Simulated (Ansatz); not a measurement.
# One crystal, many levels of theory: WS2 (Tungstenite), part 2 of 2

Aim: the gap of WS2 (Tungstenite) at several levels of theory on one structure, with the time that each takes.

Ansatz 0.2.0; density functionals, hybrids and G0W0, plane waves, PAW. Known limits of the many-body steps: finite bands, screening cutoff and k mesh; no spin-orbit coupling in G0W0.

So far. Step 9 (G0W0@PBE, 6×6×2 mesh, 681 empty bands, screening to 200 …): Over 10 of 14 irreducible mesh points the G0W0 gap is 1.387 eV, from k = Γ to k = (0.167, 0.167, 0.000). The PBE gap of this run on the mesh is 0.977 eV. The two states that bound the G0W0 gap lie that far apart at the start, so the correction of the gap is 1.387 − 0.977 = +0.410 eV.

In doubt: masses and optical values from hybrid runs of this build are listed as unsure (step 10), which bears on the screening that GW takes from such a start.

## Step 11: G0W0@r2SCAN, 6×6×2 mesh, 316 empty bands, screening to 120 eV

This step: G0W0 on r2SCAN, plane waves, PAW.

File input.yaml:

```yaml
crystal:
  lattice:
    - [3.1532, 0.0, 0.0]
    - [-1.5766, 2.7307513032, 0.0]
    - [0.0, 0.0, 12.323]
  atoms:
    - { symbol: W, position: [0.3333333333, 0.6666666667, 0.25] }
    - { symbol: W, position: [0.6666666667, 0.3333333333, 0.75] }
    - { symbol: S, position: [0.3333333333, 0.6666666667, 0.6225] }
    - { symbol: S, position: [0.6666666667, 0.3333333333, 0.1225] }
    - { symbol: S, position: [0.3333333333, 0.6666666667, 0.8775] }
    - { symbol: S, position: [0.6666666667, 0.3333333333, 0.3775] }
kpoints:
  mp_grid: { grid: [6, 6, 2] }
hamiltonian:
  xc: r2scan
scf:
  occupations: { method: fixed }
gw:
  n_empty_bands: 316
  ecut_chi: 120
  qp_bands: [v2, c2]
  qp_kpoints: band_edges
  screening: { model: contour_deformation }
```

The run is started by

```console
$ ansatz run input.yaml --threads 2 --pin off --max-ram 92160MiB --backend cuda --events-out ev --progress --plain --runs-dir out --devices 1 --max-vram 13GiB  # rebuilt from the run's record
```

The job ended after 24 s (1 × NVIDIA H100 80GB HBM3 (shared by 6 runs) with 2 threads of AMD EPYC 7R13 (Zen 3), shared host; peak memory 1.7 GiB; 32 s of CPU time).

This step gave:

```yaml
bands_summed: 342
rpa_eps_infinity_on_this_mesh_eigenvalues: 5.512, 12.92, 12.92
plane_waves_in_the_screening_matrix: 317
g0w0_gap_over_the_corrected_points: 1.419 eV
k_of_the_valence_top: 0, 0, 0
k_of_the_conduction_bottom: 0.1667, 0.1667, 0
starting_gap_on_the_mesh: 1.086 eV
z_at_the_valence_top: 0.7646
z_at_the_conduction_bottom: 0.7751
least_direct_g0w0_gap_over_the_corrected_points: 2.395 eV
```

Over 10 of 14 irreducible mesh points the G0W0 gap is 1.419 eV, from k = Γ to k = (0.167, 0.167, 0.000). The r2SCAN gap of this run on the mesh is 1.086 eV. The two states that bound the G0W0 gap lie that far apart at the start, so the correction of the gap is 1.419 − 1.086 = +0.333 eV. G0W0@r2SCAN against G0W0@HSE06 with 342 bands: 1.419 − 1.551 = −0.132 eV. The runs also differ in plane-wave cutoff (420 eV and 500 eV), so how much of this comes from the start alone is not known.

## Step 12: All levels together

Each gap is the least one over the points named; times are wall times on shared hosts, not benchmarks. A G0W0 time includes the run's own self-consistent start. Runs with listed points see these and the mesh alone, so an edge that moves elsewhere is missed. Rows marked * are further runs, not shown as steps, whose inputs differ from the G0W0 step on the same start in the columns given; solver thresholds can differ too.

```csv
level,mesh,"files, cutoff","bands summed, screening",points,gap (eV),valence top,conduction bottom,least direct gap (eV),time
LDA,12×12×2,"soft_2 PAW, 420 eV",-,mesh and listed points,0.901,Γ,"(0.167, 0.167, 0.000)",1.815,5.2 s
PBE,12×12×2,"soft_2 PAW, 420 eV",-,mesh and path,0.976,Γ,"(0.167, 0.167, 0.000)",1.839,6.5 s
PBE+SOC,12×12×2,"soft_2 PAW, 420 eV",-,mesh and listed points,0.931,Γ,"(0.167, 0.167, 0.000)",1.648,12 s
r2SCAN,12×12×2,"soft_2 PAW, 500 eV",-,mesh and listed points,1.085,Γ,"(0.167, 0.167, 0.000)",1.968,8.7 s
HSE06,6×6×2,"soft_2 PAW, 420 eV",-,mesh and listed points,1.501,Γ,"(0.167, 0.167, 0.000)",2.335,18 s
PBE0,6×6×2,"soft_2 PAW, 420 eV",-,mesh and listed points,2.157,Γ,"(0.167, 0.167, 0.000)",2.992,26 s
DDH-PBE0,6×6×2,"soft_2 PAW, 420 eV",-,mesh and listed points,1.384,Γ,"(0.167, 0.167, 0.000)",2.245,50 s
G0W0@PBE*,6×6×2,"soft_2 PAW, 420 eV","137, 60 eV",10 of 14 irreducible mesh points,1.272,Γ,"(0.167, 0.167, 0.000)",2.338,9.2 s
G0W0@PBE*,6×6×2,"soft_2 PAW, 420 eV","342, 120 eV",10 of 14 irreducible mesh points,1.349,Γ,"(0.167, 0.167, 0.000)",2.318,15 s
G0W0@PBE,6×6×2,"soft_2 PAW, 420 eV","707, 200 eV",10 of 14 irreducible mesh points,1.387,Γ,"(0.167, 0.167, 0.000)",2.311,30 s
G0W0@HSE06,6×6×2,"soft_2 PAW, 420 eV","342, 120 eV",10 of 14 irreducible mesh points,1.551,Γ,"(0.167, 0.167, 0.000)",2.490,38 s
G0W0@r2SCAN,6×6×2,"soft_2 PAW, 500 eV","342, 120 eV",10 of 14 irreducible mesh points,1.419,Γ,"(0.167, 0.167, 0.000)",2.395,24 s
```

## Step 13: Results

| Property | Result |
| --- | --- |
| LDA, over mesh and listed points | 0.901 eV |
| PBE, over mesh and path | 0.976 eV |
| PBE+SOC, over mesh and listed points | 0.931 eV |
| r2SCAN, over mesh and listed points | 1.085 eV |
| HSE06, over mesh and listed points | 1.501 eV |
| PBE0, over mesh and listed points | 2.157 eV |
| DDH-PBE0, over mesh and listed points | 1.384 eV |
| G0W0@PBE (707 bands, 6×6×2), over 10 of 14 irreducible mesh points | 1.387 eV |
| G0W0@HSE06, over 10 of 14 irreducible mesh points | 1.551 eV |
| G0W0@r2SCAN, over 10 of 14 irreducible mesh points | 1.419 eV |
| known limits | finite bands, screening cutoff and k mesh; no spin-orbit coupling in G0W0 |

The rows run from 0.901 eV (LDA) to 2.157 eV (PBE0). They differ in mesh, plane-wave cutoff, bands and screening cutoff of G0W0 and the points over which the gap was sought as well as in level, so only pairs that share these are like for like. PBE against LDA: 0.976 − 0.901 = +0.075 eV, with the same mesh, files and cutoff, and both edges at the same k points. PBE+SOC against PBE: 0.931 − 0.976 = −0.045 eV, with the same mesh, set of files (read in its fully relativistic form for the spin-orbit run) and cutoff, and both edges at the same k points. The spin-orbit run sees mesh and listed points alone, so its gap is an upper bound: the coupling can move an edge off these points, and the change over the zone, its sign included where it is small, is not known. PBE0 against HSE06: 2.157 − 1.501 = +0.656 eV, with the same mesh, files and cutoff, and both edges at the same k points. DDH-PBE0 against PBE0: 1.384 − 2.157 = −0.773 eV, with the same mesh, files and cutoff, and both edges at the same k points. G0W0@HSE06 against G0W0@PBE with 342 bands: 1.551 − 1.349 = +0.202 eV, with the same mesh, files and cutoffs, and both edges at the same k points. The dielectric-dependent hybrid took 0.089 of exact exchange, against 0.25 in PBE0. G0W0@PBE (707 bands, 6×6×2) moves the gap of its own start on the mesh by 1.387 − 0.977 = +0.410 eV, between the same two levels. Both edges that PBE shows over mesh and path lie at k points where levels were corrected. Levels at other points were not corrected, so a lower G0W0 gap elsewhere in the zone is not ruled out. G0W0@HSE06 moves the gap of its own start on the mesh by 1.551 − 1.501 = +0.050 eV, between the same two levels. Both edges that HSE06 shows over mesh and listed points lie at k points where levels were corrected. Levels at other points were not corrected, so a lower G0W0 gap elsewhere in the zone is not ruled out. G0W0@r2SCAN moves the gap of its own start on the mesh by 1.419 − 1.086 = +0.333 eV, between the same two levels. Both edges that r2SCAN shows over mesh and listed points lie at k points where levels were corrected. Levels at other points were not corrected, so a lower G0W0 gap elsewhere in the zone is not ruled out. What spin-orbit coupling does to the G0W0 levels was not computed, so no sum with the G0W0 gap is formed. For G0W0@PBE: from 137 bands and 60 eV to 707 bands and 200 eV the gap moves by 1.387 − 1.272 = +0.115 eV (rung by rung 1.272, 1.349, 1.387 eV); bands and screening cutoff rise together, so their parts are not told apart. A line in one over the bands through the two highest rungs gives 1.387 + (1.387 − 1.349) × 342 / (707 − 342) = 1.423 eV, and through the pair below 1.349 + (1.349 − 1.272) × 137 / (342 − 137) = 1.400 eV. The two agree within 0.03 eV and the same two states bound the gap in each rung, so 1.423 eV is taken as an estimate of the limit on this mesh. The other G0W0 rows are shown at one basis each (342 bands), so their distance from the limit is not known here. The G0W0 runs are scalar-relativistic. No pair of G0W0 runs that differ in the mesh alone is shown (6×6×2 is a supercell whose nearest images lie 19 Å apart), so the error from the mesh is not known here. G0W0@PBE runs of this series with other atomic data on the same mesh, not shown as steps, give 1.348 eV (hard PAW, 760 eV, 356 bands, screening to 120 eV; the table's row with the same empty bands and screening cutoff has 1.349 eV); where bands and cutoffs differ too, the part of the files is not isolated.

[Paths, hosts, dates, memory and timing lines, banners, echoed tables and standing remarks are left out of the program output.]

[Logs are printed without paths, hosts, clocks, repeated set-up lines and the standing remarks that a program may print on its own settings, such as how far it seeks lower states.]

[Runs of the session that timed out or met a known fault of the program may be left out.]

[Cells called generated may have been cut or substituted from an entry of the Crystallography Open Database or the Materials Project.]

[Hosts, paths, dates, database ids (printed as entryN), source tags and the programs' standing remarks are cut or masked in the printed files.]

[Where an RPA ε∞ is given, it is that of the G0W0 mesh and is not shown converged in it. Names of k-points follow the symmetry that the program found, which can be lower than the space group named. Band edges on a path are those of the sampled points; other points can move an edge, and change direct to indirect where valleys lie close.]

[Hybrid gaps are those of their k-mesh and are not shown converged in it.]
